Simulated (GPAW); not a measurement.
# TiGe2As4 monolayer: work function by functional and basis, part 2 of 2

Aim: the work function of both faces of TiGe2As4 monolayer, and its spread over functionals and bases.

GPAW 26.7.0; GPAW, PAW setups; layer in a repeated cell with vacuum, relaxation of atoms and in-plane cell (the session's first sound run).

So far, upper work function (eV): step 3 (the slab's potential, PBE, GPAW) 5.06; step 4 (LDA) 5.33; step 5 (GPAW, PAW setups) 5.26; step 6 (RPBE) 4.96.

### 7. Self-consistent run: xc = "vdW-DF2"

Level of this step: GPAW, PAW setups; slab in vacuum (GPAW).

The same geometry under vdW-DF2, to see how far the functional moves the levels against the vacuum (the van der Waals functionals take revPBE setups).

Input file run.py:

```python
import json
import numpy as np
from ase import Atoms
from gpaw import GPAW, PW

slab = Atoms(
    ['As', 'Ge', 'As', 'Ti', 'As', 'Ge', 'As'],
    positions=[
        [-0.00000, -0.00000, 8.00000],
        [0.00000, 2.18820, 9.15078],
        [-0.00000, 2.18820, 11.61384],
        [-0.00000, 0.00000, 13.05336],
        [-0.00000, 2.18820, 14.49287],
        [-0.00000, 2.18820, 16.95593],
        [0.00000, 0.00000, 18.10671]],
    cell=[[3.79006, 0.0, 0.0], [-1.89503, 3.28228, 0.0], [0.0, 0.0, 26.1067]],
    pbc=[True, True, False])

slab.calc = GPAW(mode=PW(400), xc='vdW-DF2', kpts={'size': (9, 9, 1), 'gamma': True},
                 occupations={'name': 'fermi-dirac', 'width': 0.05}, nbands='200%',
                 convergence={'density': 1e-05}, maxiter=200,
                 poissonsolver={'dipolelayer': 'xy'},
                 symmetry={'tolerance': 1e-3}, txt='slab.txt')
result = {}
energy = slab.get_potential_energy()
fermi = slab.calc.get_fermi_level()
v = slab.calc.get_electrostatic_potential().mean((0, 1)) - fermi
n = slab.calc.get_pseudo_density().mean((0, 1))
L = slab.cell[2, 2]
z = np.arange(len(v)) * L / len(v)
low, high = slab.positions[:, 2].min(), slab.positions[:, 2].max()
below, above = np.interp([low - 5.8, high + 5.8], z, v)
slopes = [np.interp(x, z, np.gradient(v, z)) for x in (low - 5.8, high + 5.8)]
eps = np.array([[slab.calc.get_eigenvalues(k, s) for k in range(len(slab.calc.get_ibz_k_points()))]
                for s in range(slab.calc.get_number_of_spins())]) - fermi
top, bottom = eps[eps < 0].max(), eps[eps > 0].min()
dipole = slab.get_dipole_moment()[2]
print(f'energy {energy:.4f} eV, Fermi level {fermi:.4f} eV, dipole {dipole:.5f} e A')
print(f'potential 5.8 A off the faces, from the Fermi level: lower {below:.4f} eV, upper {above:.4f} eV')
print(f'slope of the potential there: lower {slopes[0]:.5f}, upper {slopes[1]:.5f} eV/A')
print(f'nearest levels on the mesh: {top:.4f} and {bottom:.4f} eV')
print('magnetic moment', round(slab.get_magnetic_moment(), 3))
result.update(energy=energy, fermi=fermi, dipole=dipole, below=below, above=above, slopes=slopes, edges=[top, bottom],
              z=z.tolist(), v=v.tolist(), n=n.tolist(), positions=slab.positions.tolist(),
              forces=slab.get_forces(apply_constraint=False).tolist(), moments=slab.get_magnetic_moments().tolist())
json.dump(result, open('result.json', 'w'))
```

Run with:

```console
$ OMP_NUM_THREADS=1 OPENBLAS_NUM_THREADS=1 python run.py
```

What it wrote:

```text
energy -456.4602 eV, Fermi level -0.0535 eV, dipole 0.00177 e A
potential 5.8 A off the faces, from the Fermi level: lower 5.4010 eV, upper 5.3972 eV
slope of the potential there: lower -0.00194, upper 0.00194 eV/A
nearest levels on the mesh: -0.0723 and 0.1287 eV
magnetic moment 0.0
```

The job ended after 78 s (1 thread of AMD EPYC 9B45 (Zen 5), shared host; peak memory 0.47 GiB).

Numbers from this step:

```yaml
dipole_along_the_normal: 0.001766 e·Å
levels_nearest_the_fermi_level_on_the_mesh: -0.07233, 0.1287 eV from the Fermi level
upper_work_function: 5.397 eV
lower_work_function: 5.401 eV
```

The upper face's work function is 5.397 eV, against 5.064 eV in the first plane-wave PBE run at this geometry.

### 8. Self-consistent run: xc = "revPBE"

The same geometry under revPBE, to see how far the functional moves the levels against the vacuum.

run.py: that of step 7 with these lines changed.

```diff
@@ -18,3 +18,3 @@
 
-slab.calc = GPAW(mode=PW(400), xc='vdW-DF2', kpts={'size': (9, 9, 1), 'gamma': True},
+slab.calc = GPAW(mode=PW(400), xc='revPBE', kpts={'size': (9, 9, 1), 'gamma': True},
                  occupations={'name': 'fermi-dirac', 'width': 0.05}, nbands='200%',
```

What it wrote:

```text
energy -33.5881 eV, Fermi level 0.1776 eV, dipole 0.00177 e A
potential 5.8 A off the faces, from the Fermi level: lower 4.9644 eV, upper 4.9606 eV
slope of the potential there: lower -0.00019, upper 0.00019 eV/A
nearest levels on the mesh: -0.0127 and 0.0775 eV
magnetic moment 0.0
```

Wall time 35 s (1 thread); peak memory 0.27 GiB.

Numbers from this step:

* levels nearest the Fermi level on the mesh: -0.01266, 0.07745 eV from the Fermi level
* upper work function: 4.961 eV
* lower work function: 4.964 eV

The electrostatic potential energy of an electron (without an applied field's), less the Fermi level, planar mean oscillates, so the rows of the table below give means over windows of 1.88 Å about each position, cut where the curve ends. Its maxima inside the range that stand out by 2 % of the span (Å: eV): 8.6: -8.63, 10.4: 2.45, 12.3: -4.59, 13.8: -4.59, 15.7: 2.45, 17.5: -8.64. Its minima: 8.0: -13.0, 9.1: -12.5, 11.6: -11.5, 13.1: -11.6, 14.5: -11.5, 17.0: -12.5, 18.1: -13.0.

The electrostatic potential energy of an electron (without an applied field's), less the Fermi level, planar mean by z; means over each step:

```csv
z (Å),"electrostatic potential energy of an electron (without an applied field's), less the Fermi level, planar mean (eV)"
0.94,4.96
2.82,4.96
4.70,4.95
6.58,3.07
8.46,-10.4
10.34,-0.948
12.22,-8.44
14.10,-7.68
15.98,-1.66
17.86,-9.45
19.74,3.88
21.62,4.95
23.50,4.96
25.38,4.96
```

The upper face's work function is 4.961 eV, against 5.064 eV in the first plane-wave PBE run at this geometry.

### 9. Real-space grid: mode = "fd"

A real-space grid is a second complete basis, so it checks the plane-wave result.

run.py: that of step 8 with these lines changed.

```diff
@@ -3,3 +3,3 @@
 from ase import Atoms
-from gpaw import GPAW, PW
+from gpaw import GPAW
 
@@ -18,3 +18,3 @@
 
-slab.calc = GPAW(mode=PW(400), xc='revPBE', kpts={'size': (9, 9, 1), 'gamma': True},
+slab.calc = GPAW(mode='fd', h=0.18, xc='PBE', kpts={'size': (9, 9, 1), 'gamma': True},
                  occupations={'name': 'fermi-dirac', 'width': 0.05}, nbands='200%',
```

What it wrote:

```text
energy -35.6810 eV, Fermi level -5.0663 eV, dipole 0.00027 e A
potential 5.8 A off the faces, from the Fermi level: lower 5.0682 eV, upper 5.0644 eV
slope of the potential there: lower -0.00001, upper 0.00001 eV/A
nearest levels on the mesh: -0.1567 and 0.0106 eV
magnetic moment 0.0
```

Run time: 2.8 min. Hardware: 1 thread; peak memory 0.97 GiB.

This step gave:

- dipole along the normal: 2.70e-4 e·Å
- levels nearest the Fermi level on the mesh: -0.1567, 0.01063 eV from the Fermi level
- upper work function: 5.064 eV
- lower work function: 5.068 eV

Table of electrostatic potential energy of an electron (without an applied field's), less the Fermi level, planar mean by z:

z (Å), electrostatic potential energy of an electron (without an applied field's), less the Fermi level, planar mean (eV) and a bar from the least value:
```
      0.0        5.1 ##############################
      0.5        5.1 ##############################
      1.0        5.1 ##############################
      1.5        5.1 ##############################
      2.0        5.1 ##############################
      2.5        5.1 ##############################
      3.0        5.1 ##############################
      3.5        5.1 ##############################
      4.0        5.1 ##############################
      4.5        5.1 ##############################
      5.0        5.1 ##############################
      5.5        5.0 ##############################
      6.0        4.9 ##############################
      6.5        4.5 #############################
      7.0        2.6 ##########################
      7.5       -3.8 ###############
      8.0      -12.8 
      8.5       -8.8 #######
      9.0      -11.9 #
      9.5       -6.9 ##########
     10.0        0.8 #######################
     10.5        2.5 ##########################
     11.0       -1.4 ###################
     11.5      -10.6 ####
     12.0       -7.2 #########
     12.5       -5.3 #############
     13.0      -11.3 ###
     13.5       -6.5 ##########
     14.0       -5.8 ############
     14.5      -11.4 ##
     15.0       -3.2 ################
     15.5        2.2 #########################
     16.0        1.6 ########################
     16.5       -4.7 ##############
     17.0      -12.4 #
     17.5       -8.5 #######
     18.0      -12.7 
     18.5       -6.1 ###########
     19.0        1.8 #########################
     19.5        4.2 #############################
     20.0        4.9 ##############################
     20.5        5.0 ##############################
     21.0        5.1 ##############################
     21.5        5.1 ##############################
     22.0        5.1 ##############################
     22.5        5.1 ##############################
     23.0        5.1 ##############################
     23.5        5.1 ##############################
     24.0        5.1 ##############################
     24.5        5.1 ##############################
     25.0        5.1 ##############################
     25.5        5.1 ##############################
     26.0        5.1 ##############################
```

The upper face's work function is 5.064 eV, against 5.064 eV in the first plane-wave PBE run at this geometry.

### 10. Atomic orbitals: mode = "lcao"

Atom-centred orbitals end a few angstrom from the surface, which tests how much the density's tail matters.

run.py: that of step 9 with these lines changed.

```diff
@@ -18,4 +18,4 @@
 
-slab.calc = GPAW(mode='fd', h=0.18, xc='PBE', kpts={'size': (9, 9, 1), 'gamma': True},
-                 occupations={'name': 'fermi-dirac', 'width': 0.05}, nbands='200%',
+slab.calc = GPAW(mode='lcao', basis='dzp', h=0.18, xc='PBE', kpts={'size': (9, 9, 1), 'gamma': True},
+                 occupations={'name': 'fermi-dirac', 'width': 0.05}, nbands='120%',
                  convergence={'density': 1e-05}, maxiter=200,
```

What it wrote:

```text
energy -34.7148 eV, Fermi level -4.8275 eV, dipole 0.00027 e A
potential 5.8 A off the faces, from the Fermi level: lower 4.8294 eV, upper 4.8256 eV
slope of the potential there: lower -0.00000, upper -0.00000 eV/A
nearest levels on the mesh: -0.1580 and 0.0089 eV
magnetic moment 0.0
```

Run time: 2.3 min. Hardware: 1 thread; peak memory 0.42 GiB.

Numbers from this step:

| Item | Value |
| --- | --- |
| levels nearest the Fermi level on the mesh | -0.1580, 0.008879 eV from the Fermi level |
| upper work function | 4.826 eV |
| lower work function | 4.829 eV |

The electrostatic potential energy of an electron (without an applied field's), less the Fermi level, planar mean by z:

z (Å), electrostatic potential energy of an electron (without an applied field's), less the Fermi level, planar mean (eV) and a bar from the least value:
```
      0.0        4.8 ##############################
      0.5        4.8 ##############################
      1.0        4.8 ##############################
      1.5        4.8 ##############################
      2.0        4.8 ##############################
      2.5        4.8 ##############################
      3.0        4.8 ##############################
      3.5        4.8 ##############################
      4.0        4.8 ##############################
      4.5        4.8 ##############################
      5.0        4.8 ##############################
      5.5        4.8 ##############################
      6.0        4.8 ##############################
      6.5        4.4 #############################
      7.0        2.6 ##########################
      7.5       -3.8 ###############
      8.0      -12.9 
      8.5       -9.0 #######
      9.0      -12.0 ##
      9.5       -7.0 ##########
     10.0        0.8 #######################
     10.5        2.4 ##########################
     11.0       -1.4 ###################
     11.5      -10.6 ####
     12.0       -7.3 ##########
     12.5       -5.4 #############
     13.0      -11.4 ###
     13.5       -6.6 ###########
     14.0       -5.9 ############
     14.5      -11.4 ###
     15.0       -3.2 ################
     15.5        2.1 #########################
     16.0        1.5 ########################
     16.5       -4.7 ##############
     17.0      -12.5 #
     17.5       -8.7 #######
     18.0      -12.8 
     18.5       -6.2 ###########
     19.0        1.8 #########################
     19.5        4.2 #############################
     20.0        4.7 ##############################
     20.5        4.8 ##############################
     21.0        4.8 ##############################
     21.5        4.8 ##############################
     22.0        4.8 ##############################
     22.5        4.8 ##############################
     23.0        4.8 ##############################
     23.5        4.8 ##############################
     24.0        4.8 ##############################
     24.5        4.8 ##############################
     25.0        4.8 ##############################
     25.5        4.8 ##############################
     26.0        4.8 ##############################
```

The upper face's work function is 4.826 eV, against 5.064 eV in the first plane-wave PBE run at this geometry.

### 11. Cost and result by level

Times are for 1 thread of AMD EPYC 9B45 (Zen 5), shared host. Results by setting:

| no. | run | upper work function (eV) | lower work function (eV) | time | memory (GiB) |
| --- | --- | --- | --- | --- | --- |
| 1 | pw | 5.064 | 5.067 | 35 s | 0.27 |
| 2 | LDA | 5.331 | 5.335 | 33 s | 0.27 |
| 3 | optPBE vdW | 5.260 | 5.264 | 45 s | 0.47 |
| 4 | RPBE | 4.958 | 4.962 | 36 s | 0.27 |
| 5 | vdW DF2 | 5.397 | 5.401 | 78 s | 0.47 |
| 6 | revPBE | 4.961 | 4.964 | 35 s | 0.27 |
| 7 | fd | 5.064 | 5.068 | 2.8 min | 0.97 |
| 8 | lcao | 4.826 | 4.829 | 2.3 min | 0.42 |

### 12. Side by side

Results and costs are gathered.

This step: comparison of work functions, dipole and cost (GPAW 26.7.0).

Ladder, by row:

| step | code | work function, upper (eV) | work function, lower (eV) | dipole (e Å) | wall time (s) | peak memory (GiB) | threads |
| --- | --- | --- | --- | --- | --- | --- | --- |
| pw | GPAW | 5.064 | 5.067 | 0.001771 | 34.66 | 0.27 | 1 |
| LDA | GPAW | 5.331 | 5.335 | 0.001788 | 32.51 | 0.27 | 1 |
| optPBE-vdW | GPAW | 5.26 | 5.264 | 0.001766 | 45.19 | 0.47 | 1 |
| RPBE | GPAW | 4.958 | 4.962 | 0.001765 | 35.82 | 0.27 | 1 |
| vdW-DF2 | GPAW | 5.397 | 5.401 | 0.001766 | 77.84 | 0.47 | 1 |
| revPBE | GPAW | 4.961 | 4.964 | 0.001766 | 34.66 | 0.27 | 1 |
| fd | GPAW | 5.064 | 5.068 | 2.70e-4 | 165.1 | 0.97 | 1 |
| lcao | GPAW | 4.826 | 4.829 | 2.70e-4 | 139.2 | 0.42 | 1 |

### 13. What came out

```json
{
 "work function, both faces": "5.06 eV",
 "dipole along the normal": "0.0018 e Å, near the numerical noise"
}
```

In words: With plane waves and PBE the work function is 5.06 eV on the upper face and 5.07 eV on the lower. Over the sound runs of the table the upper face's work function spans 4.826 (lcao) to 5.397 eV (vdW-DF2). Atomic orbitals miss the plane-wave value by -0.24 eV, since they describe the tail of the density in the vacuum poorly. The small printed dipole stands for a step of -26 meV from the lower to the upper face, and the probes find -3.8 meV; values this small are near the numerical noise of both. The runs had no spin polarisation, so a magnetic state, which thin layers of d-metal atoms can have, wasn't tested. The layer's cell and atoms come from the relaxation; spin-orbit coupling and temperature are left out.

[Logs are printed without paths, hosts, clocks, repeated set-up lines and the standing remarks that a program may print on its own settings, such as how far it seeks lower states.]

[Hosts, paths, dates, database ids (printed as entryN), source tags and the programs' standing remarks are cut or masked in the printed files.]
